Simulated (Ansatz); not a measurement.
# RbVS3 (model cell, started as cubic perovskite with V in the octahedra): following an unstable mode

Wanted: the energy along a soft mode of RbVS3 (model cell, started as cubic perovskite with V in the octahedra) and the structure at the end.

Method: DFT PBEsol, scalar-relativistic, plane waves, PAW; PAW set soft_1, in Ansatz 0.2.0.

Report form: the programs' logs are mostly left out.

The structure was built from a prototype and need not be the compound's stable phase.

### 1. The starting structure

The structure is cubic, space group Pm-3m (No. 221). The conventional cell has a = 4.643 Å, b = 4.643 Å, c = 4.643 Å, α = 90.00°, β = 90.00°, γ = 90.00°. Rb has 12 S at 3.28 Å nearest. V has 6 S at 2.32 Å nearest. Nearest to S lie 2 V at 2.32 Å and 4 Rb at 3.28 Å. Farther neighbours and most contacts between anions are not listed.

Structure file:

```cif
data_structure
_symmetry_space_group_name_H-M 'P 1'
_symmetry_Int_Tables_number 1
_cell_length_a 4.6427
_cell_length_b 4.6427
_cell_length_c 4.6427
_cell_angle_alpha 90.000
_cell_angle_beta 90.000
_cell_angle_gamma 90.000
_cell_volume 100.07
loop_
_atom_site_label
_atom_site_type_symbol
_atom_site_fract_x
_atom_site_fract_y
_atom_site_fract_z
_atom_site_occupancy
Rb1 Rb 0.00000 0.00000 0.00000 1
V2 V 0.50000 0.50000 0.50000 1
S3 S 0.50000 0.50000 0.00000 1
S4 S 0.50000 0.00000 0.50000 1
S5 S 0.00000 0.50000 0.50000 1
```

### 2. Phonons on a q mesh

The cell comes from relaxations at this level that are not shown. Stability and thermal properties need the whole zone. Linear response on a 4×4×4 q mesh gives force constants as far as a supercell of that size would.

Contents of input.yaml:

```yaml
crystal:
  lattice:
    - [4.6426622666, 0.0, 0.0]
    - [0.0, 4.6426622666, 0.0]
    - [0.0, 0.0, 4.6426622666]
  atoms:
    - { symbol: Rb, position: [0.0, 0.0, 0.0] }
    - { symbol: V, position: [0.5, 0.5, 0.5] }
    - { symbol: S, position: [0.5, 0.5, 0.0] }
    - { symbol: S, position: [0.5, 0.0, 0.5] }
    - { symbol: S, position: [0.0, 0.5, 0.5] }
kpoints:
  mp_grid: { grid: [8, 8, 8] }
hamiltonian:
  xc: pbesol
  pseudopotentials: { kind: paw, azcp: { folder: soft_1 }, xc_functional: pbe }
scf:
  occupations: { method: methfessel_paxton, width: 0.2 }
output:
  eigenvalues: true
phonons:
  method: dfpt
  qmesh: [4, 4, 4]
  temperatures: { t_max: 1000, t_step: 50 }
  qpath:
    path:
      - [[0.0, 0.0, 0.0], [0.0, 0.5, 0.0], [0.5, 0.5, 0.0], [0.0, 0.0, 0.0], [0.5, 0.5, 0.5], [0.0, 0.5, 0.0]]
      - [[0.5, 0.5, 0.5], [0.5, 0.5, 0.0]]
    npoints: 10
```

Run with:

```
> ansatz run input.yaml --threads 4 --pin off --max-ram 16384MiB --backend cpu --events-out ev --progress --plain --runs-dir out
```

It took 15 min on 4 threads of Arm Neoverse V1, shared host; peak memory 3.1 GiB; 60 min of CPU time.

Numbers from this step:

- volume per atom: 20.01 Å³
- gap on the k-mesh: 0 eV
- sum-rule residual before enforcement: 2.39e-5 eV/Å²
- lowest frequency on the path: -248.3 cm⁻¹
- point group: m-3m
- highest frequency on the path or at a solved wavevector: 416.6 cm⁻¹
- highest optical mode at the zone centre (no LO-TO term): 303.1 cm⁻¹
- lowest optical zone-centre mode: -76.42 cm⁻¹
- lowest mode on the q mesh (acoustic modes at Γ apart): -248.3 cm⁻¹

Frequencies (cm⁻¹) solved at each irreducible wavevector; negative means imaginary. Frequencies by wavevector, by row:

```csv
q in reciprocal lattice units,star,mode 1,mode 2,mode 3,mode 4,mode 13,mode 14,mode 15
0 0 0,1,-76.4,-76.4,-76.4,0,303.1,303.1,303.1
0 0 0.25,6,-149.3,-73.2,-73.2,55.9,296.8,296.8,311.1
0 0 -0.5,3,-84.2,-84.2,87.3,87.3,285.1,285.1,338.4
0 0.25 0.25,12,-137.4,-98.3,-75.3,61,286.2,290,332.9
0 0.25 -0.5,12,-130.8,-85.8,80.8,81.8,250.2,277,358
0 -0.5 -0.5,3,-114.4,-95.1,80.2,80.2,238.5,260.5,379.4
0.25 0.25 0.25,8,-81.5,-81.5,-34.4,74.2,283.5,283.5,355.8
0.25 0.25 -0.5,12,-93.4,-66.2,84,88.7,228.3,264.4,380.6
0.25 -0.5 -0.5,6,-167.2,-76.4,85.4,85.4,222.8,240.3,401.7
-0.5 -0.5 -0.5,1,-248.3,-248.3,89.7,89.7,241.3,241.3,416.6
```

Interpolated from a 4×4×4 q mesh. Phonon branches along the path, in cm⁻¹:

```csv
point,branch 1,branch 2,branch 3,branch 4,branch 12,branch 13,branch 14,branch 15
Γ,-76,-76,-76,0,148,303,303,303
halfway,-149,-73,-73,56,167,297,297,311
X,-84,-84,87,87,194,285,285,338
halfway,-131,-86,81,82,221,250,277,358
M,-114,-95,80,80,194,238,260,379
halfway,-137,-98,-75,61,195,286,290,333
Γ,-76,-76,-76,0,148,303,303,303
halfway,-82,-82,-34,74,197,284,284,356
R,-248,-248,90,90,241,241,241,417
halfway,-93,-66,84,89,222,228,264,381
X,-84,-84,87,87,194,285,285,338
jump to R,-248,-248,90,90,241,241,241,417
halfway,-167,-76,85,85,223,223,240,402
M,-114,-95,80,80,194,238,260,379
```

Symmetry leaves 10 wavevectors to solve. The lowest mode among them, the acoustic zeros apart, lies at q = (-0.5, -0.5, -0.5) and is imaginary, 248.3i cm⁻¹, so the energy falls along it.

### 3. The mode frozen in, largest atomic shift 0 Å

The mode followed lies at q = (0.25, -0.5, -0.5) with frequency 167.2i cm⁻¹, one of the unstable modes though not the softest. At small amplitude the distorted cell has space group no. 140 by a symmetry search on the positions. The undistorted cell that holds it gives the zero of energy on the same k mesh.

System of this step: RbVS3 (model cell, started as cubic perovskite with V in the octahedra). It takes space group Pm-3m (No. 221, cubic). Conventional cell: a = 4.643 Å, b = 4.643 Å, c = 4.643 Å, α = 90.00°, β = 90.00°, γ = 90.00°. Nearest to Rb lie 12 S at 3.28 Å. Nearest to V lie 6 S at 2.32 Å. S has 2 V at 2.32 Å and 4 Rb at 3.28 Å nearest. S has 2 V at 2.32 Å and 4 Rb at 3.28 Å nearest. Farther neighbours and most contacts between anions are not listed.

Contents of input.yaml:

```yaml
crystal:
  lattice:
    - [0.0, -4.6426622666, -4.6426622666]
    - [0.0, -4.6426622666, 4.6426622666]
    - [-9.2853245332, -4.6426622666, 0.0]
  atoms:
    - { symbol: Rb, position: [0.75, 0.75, 0.5] }
    - { symbol: Rb, position: [0.25, 0.25, 0.5] }
    - { symbol: Rb, position: [0.5, 0.5, 0.0] }
    - { symbol: Rb, position: [0.0, 0.0, 0.0] }
    - { symbol: V, position: [0.375, 0.875, 0.25] }
    - { symbol: V, position: [0.875, 0.375, 0.25] }
    - { symbol: V, position: [0.125, 0.625, 0.75] }
    - { symbol: V, position: [0.625, 0.125, 0.75] }
    - { symbol: S, position: [0.625, 0.625, 0.25] }
    - { symbol: S, position: [0.125, 0.125, 0.25] }
    - { symbol: S, position: [0.375, 0.375, 0.75] }
    - { symbol: S, position: [0.875, 0.875, 0.75] }
    - { symbol: S, position: [0.625, 0.125, 0.25] }
    - { symbol: S, position: [0.125, 0.625, 0.25] }
    - { symbol: S, position: [0.375, 0.875, 0.75] }
    - { symbol: S, position: [0.875, 0.375, 0.75] }
    - { symbol: S, position: [0.25, 0.75, 0.5] }
    - { symbol: S, position: [0.75, 0.25, 0.5] }
    - { symbol: S, position: [0.0, 0.5, 0.0] }
    - { symbol: S, position: [0.5, 0.0, 0.0] }
kpoints:
  mp_grid: { grid: [6, 6, 6] }
hamiltonian:
  xc: pbesol
  pseudopotentials: { kind: paw, azcp: { folder: soft_1 }, xc_functional: pbe }
scf:
  occupations: { method: methfessel_paxton, width: 0.2 }
output:
  forces: true
  stress: true
  eigenvalues: true
```

The job ended after 23 s (4 threads; peak memory 1.6 GiB; 91 s of CPU time).

Numbers from this step:

| Quantity | Value |
| --- | --- |
| pressure | -0.02441 GPa |
| energy from the undistorted cell | 0 meV/atom |

The run ends at a pressure of -0.02 GPa.

### 4. The mode frozen in, largest atomic shift 0.04 Å

The atoms are moved along the unstable eigenvector, the largest shift by 0.04 Å, with the cell fixed.

input.yaml: that of step 3 with these lines changed.

```diff
@@ -14,10 +14,10 @@
     - { symbol: V, position: [0.625, 0.125, 0.75] }
-    - { symbol: S, position: [0.625, 0.625, 0.25] }
-    - { symbol: S, position: [0.125, 0.125, 0.25] }
-    - { symbol: S, position: [0.375, 0.375, 0.75] }
-    - { symbol: S, position: [0.875, 0.875, 0.75] }
-    - { symbol: S, position: [0.625, 0.125, 0.25] }
-    - { symbol: S, position: [0.125, 0.625, 0.25] }
-    - { symbol: S, position: [0.375, 0.875, 0.75] }
-    - { symbol: S, position: [0.875, 0.375, 0.75] }
+    - { symbol: S, position: [0.6293078731, 0.6206921269, 0.25] }
+    - { symbol: S, position: [0.1206921269, 0.1293078731, 0.25] }
+    - { symbol: S, position: [0.3793078731, 0.3706921269, 0.75] }
+    - { symbol: S, position: [0.8706921269, 0.8793078731, 0.75] }
+    - { symbol: S, position: [0.6206921269, 0.1206921269, 0.25] }
+    - { symbol: S, position: [0.1293078731, 0.6293078731, 0.25] }
+    - { symbol: S, position: [0.3706921269, 0.8706921269, 0.75] }
+    - { symbol: S, position: [0.8793078731, 0.3793078731, 0.75] }
     - { symbol: S, position: [0.25, 0.75, 0.5] }
```

Elapsed: 24 s, on 4 threads; peak memory 1.6 GiB.

Numbers from this step:

- pressure: 0.1069 GPa
- energy from the undistorted cell: -0.419 meV/atom

The energy, extrapolated to zero smearing, is -0.42 meV/atom against the undistorted cell.

The run ends at a pressure of 0.11 GPa, with forces up to 0.0056 eV/Å.

### 5. Energy along the mode, all amplitudes (two of the runs are shown above)

An imaginary frequency means negative curvature, so the energy should fall and then rise again as anharmonic terms take over.

This step gave:

* depth at the lowest point sampled: 0.419 meV/atom
* largest atomic shift at that point: 0.04 Å

Energy from the parent against largest atomic shift:

```csv
largest atomic shift (Å),energy from the parent (meV/atom)
0.0000,0
0.0400,-0.419
0.0800,0.915
0.1400,13.6
```

Displacement at unit largest shift by atom:

```csv
atom,x (Å),y (Å),z (Å),size
Rb1,0.00,0.00,0.00,0.00
Rb2,0.00,0.00,0.00,0.00
Rb3,0.00,0.00,0.00,0.00
Rb4,0.00,0.00,0.00,0.00
V5,0.00,0.00,0.00,0.00
V6,0.00,0.00,0.00,0.00
V7,0.00,0.00,0.00,0.00
V8,0.00,0.00,0.00,0.00
S9,0.00,0.00,-1.00,1.00
S10,0.00,0.00,1.00,1.00
S11,0.00,0.00,-1.00,1.00
S12,0.00,0.00,1.00,1.00
S13,0.00,1.00,0.00,1.00
S14,0.00,-1.00,0.00,1.00
S15,0.00,1.00,0.00,1.00
S16,0.00,-1.00,0.00,1.00
S17,0.00,0.00,0.00,0.00
S18,0.00,0.00,0.00,0.00
S19,0.00,0.00,0.00,0.00
S20,0.00,0.00,0.00,0.00
```

The lowest of the steps tried is at 0.04 Å, 0.419 meV/atom below the parent; the bottom of the well need not coincide with a step.

### 6. Relaxation from the frozen mode

Starting from the lowest point found, all atoms and the cell are let go, so that strain and other modes of the same symmetry can join in.

input.yaml: that of step 4 with these lines changed.

```diff
@@ -37 +37,6 @@
   eigenvalues: true
+relax:
+  adjacent_minimum: "off"
+  f_tol: 0.002
+  max_steps: 120
+  cell: { stress_tol: 0.03 }
```

It took 2.5 min on 4 threads; peak memory 1.6 GiB; 9.9 min of CPU time.

Little changed from the start: no atom moved by 0.005 Å and no cell edge by 0.1 %.

Numbers from this step:

```
pressure        : -5.26e-4 GPa
volume per atom : 20.05 Å³
```

The distorted start has space group I4/mcm; the relaxation ends in I4/mcm.

### 7. The phases reached

The phases reached along the modes that were followed are set side by side.

Energies are those of the first relaxation, on the mesh of the frozen mode; space group, volume and gap are those of the last relaxation. Phases, by row:

```csv
mode frozen in,space group,energy from parent (meV/atom),volume (Å³/atom),gap on mesh (eV),lowest zone-centre optical mode (cm⁻¹),largest shift (Å)
parent,Pm-3m,0,20.01,0,–,–
"q = (-0.5, -0.5, -0.5), 248i cm⁻¹",I4/mmm,-4.08,20.15,0,-95.7,0.101
"q = (-0.5, -0.5, -0.5), 248i cm⁻¹",I4/mcm,-4.46,20.17,0,-71.3,0.092
"q = (-0.5, -0.5, -0.5), 248i cm⁻¹",I4/mcm,-4.46,20.17,0,-71.4,0.092
"q = (0.25, -0.5, -0.5), 167i cm⁻¹",I4/mcm,-0.45,20.05,0,–,0.042
```

### 8. Summary of results

- unstable mode of the parent: q = (0.25, -0.5, -0.5), 167i cm⁻¹
- depth at the lowest point sampled: 0.419 meV/atom
- largest atomic shift at that point: 0.04 Å
- space group reached (within 0.01 Å): I4/mcm
- energy gained over the parent (first relaxation, on the mesh of the frozen mode): 0.447 meV/atom
- volume per atom, phase reached: 20.0 Å³

In words: Along this mode the structure falls into I4/mcm, 0.447 meV/atom below the parent. At the parent's cell the well is 0.419 meV/atom deep on the steps tried, with its lowest point at a shift of 0.04 Å. Relaxing atoms and cell changes the gain by +0.03 meV/atom against the lowest step (energies at zero smearing). The modes of the phase reached were not computed on this path. How so shallow a well moves with the k mesh was not tested. Of the 4 patterns followed to their end from this parent, this one ends 4.01 meV/atom above the lowest, I4/mcm. Each path keeps the symmetry of its pattern, so a lower phase may lie along a pattern not tried. With no gap, or one that is small against the smearing, the frequencies hang on the k mesh and the smearing, most of all near Kohn anomalies. The phonon runs are without spin polarisation, although V often carries a moment. The PAW files were made for PBE and serve the other functionals too. A phonon run warned that its eigensolver left some bands unconverged in a pass. The starting cell was built on a prototype and not taken from a measurement, so the phase need not exist.

[Logs are printed without paths, hosts, clocks, repeated set-up lines and the standing remarks that a program may print on its own settings, such as how far it seeks lower states.]

[Hosts, paths, dates, database ids (printed as entryN), source tags and the programs' standing remarks are cut or masked in the printed files.]
